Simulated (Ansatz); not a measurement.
# Resistivity from frozen vibrations: Be(0001) with 2 thermally displaced layers, 2x2, part 2 of 2

Aim: the resistivity of Be at 800 K from frozen thermal displacements between perfect leads.

Ansatz 0.2.0; Ansatz plane-wave DFT, PBE, PAW files; ballistic transport by layer matching (Landauer), zero bias; PAW set soft_1.

So far, open channels per spin nearest the Fermi level: step 2 (with 2 displaced layers) 0.556.

### Step 3. With 6 displaced layers

Each atom of 6 layers is moved at random, by amounts drawn from a normal law 0.0823 Å wide in each direction from the Debye model (1440 K) at 800 K. A fresh draw is used; the growth of the resistance with length is what counts.

System of this step: Be(0001) with 6 thermally displaced layers, 2x2. The cell holds 64 atoms: 64 Be. Its edges and angles: a = 4.573 Å, b = 4.573 Å, c = 28.666 Å, α = 90.0°, β = 90.0°, γ = 120.0°. It derives from Be. Regions: lead, 40 atoms (40 Be); scattering region, 24 atoms (24 Be). The structure is stacked along c, and the current runs across the ab planes.

Input file input.yaml:

```yaml
crystal:
  lattice:
    - [4.5732, 0.0, 0.0]
    - [-2.2866, 3.9605073766, 0.0]
    - [0.0, 0.0, 28.6664]
  atoms:
    - { symbol: Be, position: [0.1666666667, 0.3333333333, 0.03125] }
    - { symbol: Be, position: [0.1666666667, 0.8333333333, 0.03125] }
    - { symbol: Be, position: [0.6666666667, 0.3333333333, 0.03125] }
    - { symbol: Be, position: [0.6666666667, 0.8333333333, 0.03125] }
    - { symbol: Be, position: [0.3333333333, 0.1666666667, 0.09375] }
    - { symbol: Be, position: [0.3333333333, 0.6666666667, 0.09375] }
    - { symbol: Be, position: [0.8333333333, 0.1666666667, 0.09375] }
    - { symbol: Be, position: [0.8333333333, 0.6666666667, 0.09375] }
    - { symbol: Be, position: [0.1666666667, 0.3333333333, 0.15625] }
    - { symbol: Be, position: [0.1666666667, 0.8333333333, 0.15625] }
    - { symbol: Be, position: [0.6666666667, 0.3333333333, 0.15625] }
    - { symbol: Be, position: [0.6666666667, 0.8333333333, 0.15625] }
    - { symbol: Be, position: [0.3333333333, 0.1666666667, 0.21875] }
    - { symbol: Be, position: [0.3333333333, 0.6666666667, 0.21875] }
    - { symbol: Be, position: [0.8333333333, 0.1666666667, 0.21875] }
    - { symbol: Be, position: [0.8333333333, 0.6666666667, 0.21875] }
    - { symbol: Be, position: [0.1666666667, 0.3333333333, 0.28125] }
    - { symbol: Be, position: [0.1666666667, 0.8333333333, 0.28125] }
    - { symbol: Be, position: [0.6666666667, 0.3333333333, 0.28125] }
    - { symbol: Be, position: [0.6666666667, 0.8333333333, 0.28125] }
    - { symbol: Be, position: [0.3505691072, 0.1686202569, 0.3416154467] }
    - { symbol: Be, position: [0.3119900245, 0.6571550525, 0.3443821704] }
    - { symbol: Be, position: [0.8129907494, 0.1623199656, 0.3432928721] }
    - { symbol: Be, position: [0.8452967929, 0.6711273168, 0.3447702593] }
    - { symbol: Be, position: [0.1535535777, 0.3306399418, 0.4085007588] }
    - { symbol: Be, position: [0.1804608781, 0.807169755, 0.4105964079] }
    - { symbol: Be, position: [0.6990051199, 0.3495691063, 0.4070092404] }
    - { symbol: Be, position: [0.6761662155, 0.8636312308, 0.4118778146] }
    - { symbol: Be, position: [0.3794198431, 0.1939947283, 0.4697760233] }
    - { symbol: Be, position: [0.3115419795, 0.6665741091, 0.4706347104] }
    - { symbol: Be, position: [0.8142531451, 0.1748773648, 0.4699841196] }
    - { symbol: Be, position: [0.8335563397, 0.6420605104, 0.4668502813] }
    - { symbol: Be, position: [0.1466581823, 0.309024667, 0.536243648] }
    - { symbol: Be, position: [0.1611602064, 0.8401693736, 0.5305076497] }
    - { symbol: Be, position: [0.708881725, 0.3607706408, 0.5330683273] }
    - { symbol: Be, position: [0.6275525726, 0.8344145035, 0.5332128327] }
    - { symbol: Be, position: [0.3449806671, 0.1538264618, 0.5989809137] }
    - { symbol: Be, position: [0.3026973408, 0.6529200111, 0.596434487] }
    - { symbol: Be, position: [0.8550211425, 0.2082766973, 0.5942912302] }
    - { symbol: Be, position: [0.8180153676, 0.6588208381, 0.5906173679] }
    - { symbol: Be, position: [0.1502233761, 0.3464333826, 0.6579185012] }
    - { symbol: Be, position: [0.1821233194, 0.8176525072, 0.6610993525] }
    - { symbol: Be, position: [0.6778530213, 0.3660497832, 0.655007491] }
    - { symbol: Be, position: [0.6560260936, 0.8385239124, 0.659211256] }
    - { symbol: Be, position: [0.3333333333, 0.1666666667, 0.71875] }
    - { symbol: Be, position: [0.3333333333, 0.6666666667, 0.71875] }
    - { symbol: Be, position: [0.8333333333, 0.1666666667, 0.71875] }
    - { symbol: Be, position: [0.8333333333, 0.6666666667, 0.71875] }
    - { symbol: Be, position: [0.1666666667, 0.3333333333, 0.78125] }
    - { symbol: Be, position: [0.1666666667, 0.8333333333, 0.78125] }
    - { symbol: Be, position: [0.6666666667, 0.3333333333, 0.78125] }
    - { symbol: Be, position: [0.6666666667, 0.8333333333, 0.78125] }
    - { symbol: Be, position: [0.3333333333, 0.1666666667, 0.84375] }
    - { symbol: Be, position: [0.3333333333, 0.6666666667, 0.84375] }
    - { symbol: Be, position: [0.8333333333, 0.1666666667, 0.84375] }
    - { symbol: Be, position: [0.8333333333, 0.6666666667, 0.84375] }
    - { symbol: Be, position: [0.1666666667, 0.3333333333, 0.90625] }
    - { symbol: Be, position: [0.1666666667, 0.8333333333, 0.90625] }
    - { symbol: Be, position: [0.6666666667, 0.3333333333, 0.90625] }
    - { symbol: Be, position: [0.6666666667, 0.8333333333, 0.90625] }
    - { symbol: Be, position: [0.3333333333, 0.1666666667, 0.96875] }
    - { symbol: Be, position: [0.3333333333, 0.6666666667, 0.96875] }
    - { symbol: Be, position: [0.8333333333, 0.1666666667, 0.96875] }
    - { symbol: Be, position: [0.8333333333, 0.6666666667, 0.96875] }
kpoints:
  mp_grid: { grid: [6, 6, 1] }
hamiltonian:
  xc: pbe
  pseudopotentials: { kind: paw, azcp: { folder: soft_1 } }
scf:
  occupations: { method: fermi_dirac, width: 0.1 }
output:
  transmission:
    leads: [[0, 8]]
    kmesh: [12, 12]
    e_range: [-0.05, 0.05]
    de: 0.05
  write_potential: true
  write_density: true
  volumetric_format: npy
```

Launch:

```
ansatz run input.yaml --threads 4 --pin off --max-ram 15360MiB --backend cpu --events-out ev --progress --plain --runs-dir out
```

Numbers of over 12 decimals in the logs are rounded to 6 here.

What it wrote:

```text
[...]
Crystal: 64 atoms, lattice volume = 519.211 Å³
Basis set: ecut = 420 eV, 10193 PW (Γ)
Bands: 128, of which v1, the nominal top of the filled ones, is band 64 counted from 1 (63 counted from 0)
Symmetry: 1 space group operations
[...]
k-points: 20 of 36 (time reversal used)
[...]
SCF iter   1: F=—  HF=-5937.334921 eV  |F-HF|=—  |Δ(HF+E_count)|=         —  Δρ=1.89e-2  dr2=3.27e0  ethr=3.10e-3  ⟨swp⟩=8.7  Hψ=15999  notcnv=0  defer=273
[...]
SCF iter   9: F=-5935.160059 eV  HF=-5935.160059 eV  |F-HF|=4.55e-9  |Δ(HF+E_count)|=   2.66e-8  Δρ=4.06e-7  dr2=5.10e-9  ethr=7.81e-11  ⟨swp⟩=11.2  Hψ=10417  notcnv=0
SCF 1 converged in 9 iterations: F = -5935.160059 eV  dr2 = 5.10e-9
[...]
transmission: 267 of 2664 steps passed
transmission: 537 of 2664 steps passed
[...]
transmission: 2664 of 2664 steps passed
SCF converged after 9 iterations
Free energy (F): -5935.160059 eV
[...]
Internal energy: -5935.080619 eV  (E = F + TS)
E sigma→0 (E₀):  -5935.120339 eV
Entropy (-TS):   -0.079439 eV (-1.241 meV/atom)
Fermi energy:    8.153847 eV
[...]
--- Band table (eV; the first three rows and the last of 20) ---
  k-point 0: bands = [... 60 lower, 4.7869, 4.8537, 5.1333, 5.2629, 8.8915, 9.1942, 9.2634, 9.2769, ... 60 higher]
  k-point 1: bands = [... 60 lower, 5.5876, 6.0966, 6.1597, 6.4080, 8.9477, 9.2531, 9.3334, 9.3900, ... 60 higher]
  k-point 2: bands = [... 60 lower, 6.8632, 7.0080, 7.0920, 7.5907, 8.3218, 9.1254, 9.4855, 9.5940, ... 60 higher]
  k-point 19: bands = [... 60 lower, 7.8021, 7.8787, 8.4923, 8.8183, 9.0544, 9.2198, 9.4972, 9.6661, ... 60 higher]
--- Transmission ---
  basis      : 163 plane waves across, 36 finite elements along
  points     : 74, standing for a mesh of 12 x 12
[...]
channels       : 4.722222e-1 a spin
[...]
slowest decay  : 0.0016 /Å at (-0.2500, 0.3333)
  junction   : crystal 0 to crystal 0, 0.65 to 25.74 Å
    transmission   : 4.376093e-1 a spin
[...]
```

Elapsed: 3.1 min, on 4 threads of Arm Neoverse V1, shared host; peak memory 2 GiB; 11 min of CPU time.

Numbers from this step:

| Quantity | Value |
| --- | --- |
| free energy | -5935.1601 eV |
| energy at zero smearing | -5935.1203 eV |
| Fermi energy | 8.154 eV |
| transmission per spin nearest the Fermi level | 0.4376 |
| open channels per spin nearest the Fermi level | 0.4722 |
| step of the lead's potential | 7.2 meV |

Per spin. Table of transmission, zone mean by energy, zero at the Fermi level:

```
energy (eV)  transmission, zone mean
    -0.0500                    0.504
     0.0000                    0.438
     0.0500                    0.518
```

Over the solved energies the transmission per spin lies between 0.438 and 0.518, out of 0.528 channels of the lead on average (up to 0.556).

### Step 4. With 10 displaced layers

Each atom of 10 layers is moved at random, by amounts drawn from a normal law 0.0823 Å wide in each direction from the Debye model (1440 K) at 800 K. A fresh draw is used; the growth of the resistance with length is what counts.

System of this step: Be(0001) with 10 thermally displaced layers, 2x2. The cell holds 80 atoms: 80 Be. Its edges and angles: a = 4.573 Å, b = 4.573 Å, c = 35.833 Å, α = 90.0°, β = 90.0°, γ = 120.0°. It derives from Be. Regions: lead, 40 atoms (40 Be); scattering region, 40 atoms (40 Be). The structure is stacked along c, and the current runs across the ab planes.

Input file input.yaml:

```yaml
crystal:
  lattice:
    - [4.5732, 0.0, 0.0]
    - [-2.2866, 3.9605073766, 0.0]
    - [0.0, 0.0, 35.833]
  atoms:
    - { symbol: Be, position: [0.1666666667, 0.3333333333, 0.025] }
    - { symbol: Be, position: [0.1666666667, 0.8333333333, 0.025] }
    - { symbol: Be, position: [0.6666666667, 0.3333333333, 0.025] }
    - { symbol: Be, position: [0.6666666667, 0.8333333333, 0.025] }
    - { symbol: Be, position: [0.3333333333, 0.1666666667, 0.075] }
    - { symbol: Be, position: [0.3333333333, 0.6666666667, 0.075] }
    - { symbol: Be, position: [0.8333333333, 0.1666666667, 0.075] }
    - { symbol: Be, position: [0.8333333333, 0.6666666667, 0.075] }
    - { symbol: Be, position: [0.1666666667, 0.3333333333, 0.125] }
    - { symbol: Be, position: [0.1666666667, 0.8333333333, 0.125] }
    - { symbol: Be, position: [0.6666666667, 0.3333333333, 0.125] }
    - { symbol: Be, position: [0.6666666667, 0.8333333333, 0.125] }
    - { symbol: Be, position: [0.3333333333, 0.1666666667, 0.175] }
    - { symbol: Be, position: [0.3333333333, 0.6666666667, 0.175] }
    - { symbol: Be, position: [0.8333333333, 0.1666666667, 0.175] }
    - { symbol: Be, position: [0.8333333333, 0.6666666667, 0.175] }
    - { symbol: Be, position: [0.1666666667, 0.3333333333, 0.225] }
    - { symbol: Be, position: [0.1666666667, 0.8333333333, 0.225] }
    - { symbol: Be, position: [0.6666666667, 0.3333333333, 0.225] }
    - { symbol: Be, position: [0.6666666667, 0.8333333333, 0.225] }
    - { symbol: Be, position: [0.3301471945, 0.1544992863, 0.2719195342] }
    - { symbol: Be, position: [0.313334289, 0.6771124948, 0.2772731377] }
    - { symbol: Be, position: [0.8192139296, 0.1443411971, 0.2770051722] }
    - { symbol: Be, position: [0.8028823475, 0.6518490003, 0.2764263318] }
    - { symbol: Be, position: [0.1301872143, 0.3413621539, 0.323664108] }
    - { symbol: Be, position: [0.167846735, 0.8317602438, 0.3254642092] }
    - { symbol: Be, position: [0.6712795633, 0.3175742915, 0.328263661] }
    - { symbol: Be, position: [0.6885000027, 0.8508662298, 0.3276754182] }
    - { symbol: Be, position: [0.3562769271, 0.1842067535, 0.3751736207] }
    - { symbol: Be, position: [0.3062537778, 0.6638604084, 0.3732326061] }
    - { symbol: Be, position: [0.8104148135, 0.172037356, 0.3736941758] }
    - { symbol: Be, position: [0.8039639626, 0.6449929413, 0.3756164908] }
    - { symbol: Be, position: [0.1868618148, 0.3608142061, 0.4249680413] }
    - { symbol: Be, position: [0.1999854051, 0.8624726154, 0.4276416596] }
    - { symbol: Be, position: [0.6368664388, 0.3588655729, 0.4257800272] }
    - { symbol: Be, position: [0.6781499984, 0.841047497, 0.4258791031] }
    - { symbol: Be, position: [0.3353524201, 0.1592083921, 0.4706323916] }
    - { symbol: Be, position: [0.3230224516, 0.6499649933, 0.477480881] }
    - { symbol: Be, position: [0.8290039654, 0.1684012976, 0.4730486552] }
    - { symbol: Be, position: [0.8240242689, 0.6664270078, 0.471588443] }
    - { symbol: Be, position: [0.17097574, 0.3311291353, 0.5222766809] }
    - { symbol: Be, position: [0.1288383765, 0.8439946368, 0.5243165195] }
    - { symbol: Be, position: [0.6546748944, 0.3284260032, 0.5291720174] }
    - { symbol: Be, position: [0.6666704222, 0.8351332951, 0.5215845438] }
    - { symbol: Be, position: [0.3725118547, 0.1857322102, 0.5774504981] }
    - { symbol: Be, position: [0.3437153735, 0.6857148963, 0.5758519775] }
    - { symbol: Be, position: [0.842787075, 0.1635040732, 0.5716148265] }
    - { symbol: Be, position: [0.8317443617, 0.6264579033, 0.574448922] }
    - { symbol: Be, position: [0.1521506524, 0.3116625367, 0.6264081994] }
    - { symbol: Be, position: [0.1585224087, 0.8242551413, 0.626193954] }
    - { symbol: Be, position: [0.6725216924, 0.3621965541, 0.6258072095] }
    - { symbol: Be, position: [0.6379294374, 0.7929312035, 0.6219963989] }
    - { symbol: Be, position: [0.3523663155, 0.1656151063, 0.6743497284] }
    - { symbol: Be, position: [0.3495786988, 0.6400130151, 0.673654882] }
    - { symbol: Be, position: [0.830920668, 0.1788508469, 0.6734760159] }
    - { symbol: Be, position: [0.8056165504, 0.6333114115, 0.6766751438] }
    - { symbol: Be, position: [0.1762244743, 0.3234341501, 0.7253751534] }
    - { symbol: Be, position: [0.1385018465, 0.8235289823, 0.7281648288] }
    - { symbol: Be, position: [0.6931141534, 0.3813430474, 0.7231920037] }
    - { symbol: Be, position: [0.6750782273, 0.8292706917, 0.7262995503] }
    - { symbol: Be, position: [0.3333333333, 0.1666666667, 0.775] }
    - { symbol: Be, position: [0.3333333333, 0.6666666667, 0.775] }
    - { symbol: Be, position: [0.8333333333, 0.1666666667, 0.775] }
    - { symbol: Be, position: [0.8333333333, 0.6666666667, 0.775] }
    - { symbol: Be, position: [0.1666666667, 0.3333333333, 0.825] }
    - { symbol: Be, position: [0.1666666667, 0.8333333333, 0.825] }
    - { symbol: Be, position: [0.6666666667, 0.3333333333, 0.825] }
    - { symbol: Be, position: [0.6666666667, 0.8333333333, 0.825] }
    - { symbol: Be, position: [0.3333333333, 0.1666666667, 0.875] }
    - { symbol: Be, position: [0.3333333333, 0.6666666667, 0.875] }
    - { symbol: Be, position: [0.8333333333, 0.1666666667, 0.875] }
    - { symbol: Be, position: [0.8333333333, 0.6666666667, 0.875] }
    - { symbol: Be, position: [0.1666666667, 0.3333333333, 0.925] }
    - { symbol: Be, position: [0.1666666667, 0.8333333333, 0.925] }
    - { symbol: Be, position: [0.6666666667, 0.3333333333, 0.925] }
    - { symbol: Be, position: [0.6666666667, 0.8333333333, 0.925] }
    - { symbol: Be, position: [0.3333333333, 0.1666666667, 0.975] }
    - { symbol: Be, position: [0.3333333333, 0.6666666667, 0.975] }
    - { symbol: Be, position: [0.8333333333, 0.1666666667, 0.975] }
    - { symbol: Be, position: [0.8333333333, 0.6666666667, 0.975] }
kpoints:
  mp_grid: { grid: [6, 6, 1] }
hamiltonian:
  xc: pbe
  pseudopotentials: { kind: paw, azcp: { folder: soft_1 } }
scf:
  occupations: { method: fermi_dirac, width: 0.1 }
output:
  transmission:
    leads: [[0, 8]]
    kmesh: [12, 12]
    e_range: [-0.05, 0.05]
    de: 0.05
  write_potential: true
  write_density: true
  volumetric_format: npy
```

What it wrote:

```text
[...]
Crystal: 80 atoms, lattice volume = 649.014 Å³
Basis set: ecut = 420 eV, 12797 PW (Γ)
Bands: 160, of which v1, the nominal top of the filled ones, is band 80 counted from 1 (79 counted from 0)
Symmetry: 1 space group operations
[...]
k-points: 20 of 36 (time reversal used)
[...]
SCF iter   9: F=-7418.005816 eV  HF=-7418.005816 eV  |F-HF|=7.75e-8  |Δ(HF+E_count)|=   1.05e-7  Δρ=7.15e-7  dr2=7.95e-8  ethr=6.25e-11  ⟨swp⟩=10.4  Hψ=14214  notcnv=0
SCF 1 converged in 9 iterations: F = -7418.005816 eV  dr2 = 7.95e-8
[...]
transmission: 339 of 3330 steps passed
transmission: 672 of 3330 steps passed
[...]
transmission: 3330 of 3330 steps passed
SCF converged after 9 iterations
Free energy (F): -7418.005816 eV
[...]
Internal energy: -7417.905502 eV  (E = F + TS)
E sigma→0 (E₀):  -7417.955659 eV
Entropy (-TS):   -0.100314 eV (-1.254 meV/atom)
Fermi energy:    8.102312 eV
[...]
--- Band table (eV; the first three rows and the last of 20) ---
  k-point 0: bands = [... 76 lower, 5.0101, 5.1080, 5.1394, 5.3015, 8.8636, 9.0875, 9.1279, 9.2036, ... 76 higher]
  k-point 1: bands = [... 76 lower, 5.8031, 6.1462, 6.2217, 6.3493, 8.9264, 9.1791, 9.1995, 9.2863, ... 76 higher]
  k-point 2: bands = [... 76 lower, 6.9526, 7.0558, 7.1926, 7.5959, 8.2613, 9.0817, 9.2070, 9.2794, ... 76 higher]
  k-point 19: bands = [... 76 lower, 7.9945, 8.0227, 8.5966, 8.6066, 9.1213, 9.1893, 9.4947, 9.5728, ... 76 higher]
--- Transmission ---
  basis      : 163 plane waves across, 45 finite elements along
  points     : 74, standing for a mesh of 12 x 12
[...]
channels       : 4.722222e-1 a spin
[...]
slowest decay  : 0.0039 /Å at (-0.0833, 0.4167)
  junction   : crystal 0 to crystal 0, 0.65 to 32.90 Å
    transmission   : 4.366404e-1 a spin
[...]
```

It took 4.8 min on 4 threads; peak memory 3 GiB.

This step gave:

* free energy: -7418.0058 eV
* energy at zero smearing: -7417.9557 eV
* Fermi energy: 8.102 eV
* transmission per spin nearest the Fermi level: 0.4366
* step of the lead's potential: 6.7 meV

Per spin. The transmission, zone mean by energy, zero at the Fermi level:

| energy (eV) | transmission, zone mean |
| --- | --- |
| -0.0500 | 0.499 |
| 0.0000 | 0.437 |
| 0.0500 | 0.510 |

Over the solved energies the transmission per spin lies between 0.437 and 0.510, out of 0.528 channels of the lead on average (up to 0.556).

### Step 5. Resistance against length

This step: Ansatz plane-wave DFT, PBE, PAW files; ballistic transport by layer matching (Landauer), zero bias; resistivity from the slope of the area resistance; PAW set soft_1 (Ansatz 0.2.0).

This step gave:

| Quantity | Value |
| --- | --- |
| resistivity | 26.37 µΩ cm |
| intercept | -0.004169 fΩ m² |
| scatter about the fit | 0.06785 fΩ m² |

Resistance, by row:

| run | length (Å) | T | channels N | RA (fΩ m²) |
| --- | --- | --- | --- | --- |
| n2 | 3.583 | 0.5091 | 0.5139 | 0.04236 |
| n6 | 10.75 | 0.4866 | 0.5278 | 0.3753 |
| n10 | 17.92 | 0.482 | 0.5278 | 0.4204 |

Table of area resistance by length of the displaced region:

```csv
length of the displaced region (Å),area resistance (fΩ m²)
3.58,0.0424
10.75,0.375
17.92,0.420
```

The area resistance goes from 0.042 to 0.42 fΩ m² between 3.6 and 17.9 Å, a slope of 26 µΩ cm.

By hand from the end points: (0.4204 − 0.04236) fΩ m² / (17.92 − 3.58) Å = 26 µΩ cm, since 1 fΩ m² per Å is 1000 µΩ cm.

### Step 6. Outcome

```yaml
resistivity_from_the_slope: 26.4 µΩ cm
area_resistance_over_3p58_a: 0.0424 fΩ m²
area_resistance_over_10p7_a: 0.375 fΩ m²
area_resistance_over_17p9_a: 0.420 fΩ m²
```

**Reading.** The slope gives 26 µΩ cm. The points scatter by 0.068 fΩ m² about the line, with one random draw a length in a 2x2 cell, so the slope is a rough value. The mean square of the displacements drawn is 0.73, 0.99 and 0.93 of the nominal one at the three lengths; with each resistance scaled back by that, the slope is 28 µΩ cm, the value used below. The lead's own channel count moves between the runs (0.514, 0.528 and 0.528), which shifts RA and the slope too. Read with a model of isotropic scattering on a spherical Fermi surface and the lead's 0.22×10¹⁵ S/m², this slope means a mean free path near 148 Å; over these lengths the model's slope is 1.20 times its bulk resistivity, which would be 23 µΩ cm. Uncorrelated displacements put too much weight on short waves, which scatter strongly; with the sideways repeat of a small cell, one draw and three short lengths, the method is good to a factor of two or three.

[Logs are printed without paths, hosts, clocks, repeated set-up lines and the standing remarks that a program may print on its own settings, such as how far it seeks lower states.]

[Hosts, paths, dates, database ids (printed as entryN), source tags and the programs' standing remarks are cut or masked in the printed files.]
